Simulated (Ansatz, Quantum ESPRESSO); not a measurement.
# BP (F-43m): the LO frequency by hand

How high does the longitudinal optical mode of BP (F-43m) lie, given the transverse one, the Born charge and ε∞?

Main program and level: Quantum ESPRESSO 8.0 development, patched; DFT LDA, scalar-relativistic, plane waves, PseudoDojo norm-conserving pseudopotentials.

**1. The relaxed structure**

The structure is cubic, space group F-43m (No. 216). The conventional cell has a = 4.487 Å, b = 4.487 Å, c = 4.487 Å, α = 90.00°, β = 90.00°, γ = 90.00°. B has 4 P at 1.94 Å nearest. Nearest to P lie 4 B at 1.94 Å. Farther neighbours are not listed.

As a file:

```
B P
1.0
    -2.24341    0.00000    2.24341
     0.00000    2.24341    2.24341
    -2.24341    2.24341    0.00000
B P
1 1
Direct
  0.00000 0.00000 0.00000
  0.25000 0.25000 0.25000
```

This is the cell after its relaxation at this level of theory, not the database cell from which that began.

**2. What the response run gave**

A linear-response run on the relaxed cell, with the response to an electric field; only its zone-centre results are used. Cutoff 76 Ry, k mesh 12×12×12.

Output:

```text
[banners, grids, parts of the stress and lines that vanish by symmetry left out]
Program PHONON v.8.0dev
     Dynamical matrices for q-points given in input
     (   1q-points):
[...]
Exchange-correlation= PW
                           (   1   4   0   0   0   0   0)
[...]
kinetic-energy cut-off    =      76.0000  Ry
     charge density cut-off    =     304.0000  Ry
     convergence threshold     =      1.0E-18
[...]
Exchange-correlation= PW
                           (   1   4   0   0   0   0   0)
[...]
q = (   0.0000000   0.0000000   0.0000000 )
     25 Sym.Ops. (with q -> -q+G )
     G cutoff =  553.5892  (  13635 G-vectors)     FFT grid: ( 36, 36, 36)
     number of k points=    72
[...]
Mode symmetry, T_d (-43m)  point group:
[...]
Dielectric constant
[...]
End of electric fields calculation
          Dielectric constant in cartesian axis
          (       9.159268855      -0.000000000       0.000000000 )
          (      -0.000000000       9.159268855      -0.000000000 )
          (       0.000000000      -0.000000000       9.159268855 )
          Effective charges (d Force / dE) in cartesian axis without acoustic sum rule applied (asr)
           atom    1  B     Mean Z*:       -0.64571
      Ex  (       -0.64571        0.00000       -0.00000 )
      Ey  (        0.00000       -0.64571       -0.00000 )
      Ez  (        0.00000       -0.00000       -0.64571 )
           atom    2  P     Mean Z*:        0.64209
      Ex  (        0.64209       -0.00000        0.00000 )
      Ey  (        0.00000        0.64209       -0.00000 )
      Ez  (       -0.00000       -0.00000        0.64209 )
          Effective charges Sum: Mean:       -0.00362
[...]
Effective charges (d Force / dE) in cartesian axis with asr applied:
           atom    1  B     Mean Z*:       -0.64390
[...]
atom    2  P     Mean Z*:        0.64390
[...]
Dielectric constant from finite-differences
          (       9.159196717       0.000000000       0.000000000 )
          (       0.000000000       9.159196717       0.000000000 )
          (       0.000000000       0.000000000       9.159196717 )
[...]
(       0.000000000       0.000000000       0.000000000 )
          (      -0.000000000      -0.000000000      18.860322337 )
          (       0.000000000      18.860322337       0.000000000 )
          (       0.000000000      -0.000000000      18.860322337 )
          (      -0.000000000      -0.000000000       0.000000000 )
          (      18.860322337       0.000000000      -0.000000000 )
          (       0.000000000      18.860322337       0.000000000 )
          (      18.860322337      -0.000000000      -0.000000000 )
[...]
(       0.000000000      -0.000000000       0.000000000 )
          (      -2.932720351       0.000000000      -0.000000000 )
          (      -0.000000000      -2.932720351      -0.000000000 )
          (      -2.932720351       0.000000000      -0.000000000 )
          (      -0.000000000       0.000000000      -0.000000000 )
[...]
Representation #   1 modes #   1   2   3
[...]
End of self-consistent calculation
     Convergence has been achieved
     Representation #   2 modes #   4   5   6
[...]
End of self-consistent calculation
     Convergence has been achieved
[...]
Dielectric constant in cartesian axis
          (       9.159268855      -0.000000000       0.000000000 )
          (      -0.000000000       9.159268855      -0.000000000 )
          (       0.000000000      -0.000000000       9.159268855 )
          Effective charges (d Force / dE) in cartesian axis without acoustic sum rule applied (asr)
           atom    1  B     Mean Z*:       -0.64571
      Ex  (       -0.64571        0.00000       -0.00000 )
      Ey  (        0.00000       -0.64571       -0.00000 )
      Ez  (        0.00000       -0.00000       -0.64571 )
           atom    2  P     Mean Z*:        0.64209
      Ex  (        0.64209       -0.00000        0.00000 )
      Ey  (        0.00000        0.64209       -0.00000 )
      Ez  (       -0.00000       -0.00000        0.64209 )
          Effective charges Sum: Mean:       -0.00362
[...]
Effective charges (d Force / dE) in cartesian axis with asr applied:
           atom    1  B     Mean Z*:       -0.64390
[...]
atom    2  P     Mean Z*:        0.64390
[...]
q = (    0.000000000   0.000000000   0.000000000 )
[...]
freq (    1) =      -0.015593 [THz] =      -0.520125 [cm-1]
     freq (    2) =      -0.015593 [THz] =      -0.520125 [cm-1]
     freq (    3) =      -0.015593 [THz] =      -0.520125 [cm-1]
     freq (    4) =      24.623570 [THz] =     821.353874 [cm-1]
     freq (    5) =      24.623570 [THz] =     821.353874 [cm-1]
     freq (    6) =      24.623570 [THz] =     821.353874 [cm-1]
[...]
Mode symmetry, T_d (-43m)  point group:
     freq (   1-   3) =         -0.5  [cm-1]   --> T_2  G_15 P_4   I+R
     freq (   4-   6) =        821.4  [cm-1]   --> T_2  G_15 P_4   I+R

   JOB DONE.
```

```
                       quantity   value
             cell volume Ω (Å³)  22.582
                  mass of B (u)  10.810
                  mass of P (u)  30.974
      Born charge of B, raw (e)  -0.646
      Born charge of P, raw (e)   0.642
                             ε∞   9.159
ω(TO) after the sum rule (cm⁻¹)   821.4
```

**3. The calculation**

The charges must sum to zero over the cell; taking off their mean, -0.002 e, leaves Z* = -0.644 e on B. In the polar mode B moves against P, so the reduced mass is μ = 10.81 × 30.97 / 41.78 = 8.013 u.

A longitudinal wave builds up a field that adds to the restoring force: ω(LO)² = ω(TO)² + 4π Z*² / (μ Ω ε∞), in Hartree atomic units. With μ = 14607 electron masses and Ω = 152.39 bohr³ the second term is 2.5554e-07 Ha², or 12309 cm⁻² (1 Ha = 219474.6 cm⁻¹).

So ω(LO) = √(674616 + 12309) = 828.8 cm⁻¹, and by the Lyddane-Sachs-Teller relation ε₀ = ε∞ (ω(LO)/ω(TO))² = 9.33.

**4. Check against the program**

The analysis program adds the same non-analytic term to the full matrix, here for q along (1 0 0).

Output:

```text
[banner, memory and clock lines left out]
Program DYNMAT v.8.0dev

     Reading Dynamical Matrix from file g.dyn
     ...Force constants read
     ...epsilon and Z* read
     ...Raman cross sections read

     Polarizability (A^3 units)
     multiply by 0.268835 for Clausius-Mossotti correction (not under assume_isolated = 'mt')
        14.662077   -0.000000    0.000000
        -0.000000   14.662077   -0.000000
         0.000000   -0.000000   14.662077

     IR activities are in (D/A)^2/amu units
     Raman activities are in A^4/amu units
     multiply Raman by 0.005223 for Clausius-Mossotti correction (not under assume_isolated = 'mt')

# mode   [cm-1]    [THz]      IR          Raman   depol.fact
    1     -0.00   -0.0000    0.0000         0.0000    0.7500
    2     -0.00   -0.0000    0.0000         0.0000    0.7500
    3     -0.00   -0.0000    0.0000         0.0000    0.7500
    4    821.35   24.6236    1.1937       259.8342    0.7500
    5    821.35   24.6236    1.1937       259.8342    0.7500
    6    828.81   24.8472    1.1937       259.8342    0.7500
```

ε₀ comes from the program's run without a direction of q.

```
    quantity  by hand  program
ω(LO) (cm⁻¹)    828.8    828.8
          ε₀     9.33     9.33
```

**5. Summary of results**

```
TO mode                    : 821.4 cm⁻¹
LO mode                    : 828.8 cm⁻¹
static dielectric constant : 9.326
```

The LO mode of BP (F-43m) lies at 829 cm⁻¹, 7 cm⁻¹ above the TO mode; the formula meets the program within 0.1 cm⁻¹, as it must for a cubic crystal with one polar mode. ω(LO)² − ω(TO)² goes with Z*²/ε∞: an error of 5 % in ε∞ would move the LO mode by 0.4 cm⁻¹, and semilocal functionals tend to overestimate ε∞. These are harmonic values at zero temperature, at the volume of this functional, for the structure held cubic; stability elsewhere in the zone is no part of this calculation.

[Host names and launcher messages were left out of these logs when they were recorded.]

[Logs are printed without paths, hosts, clocks, repeated set-up lines and the standing remarks that a program may print on its own settings, such as how far it seeks lower states.]

[Hosts, paths, dates, database ids (printed as entryN), source tags and the programs' standing remarks are cut or masked in the printed files.]
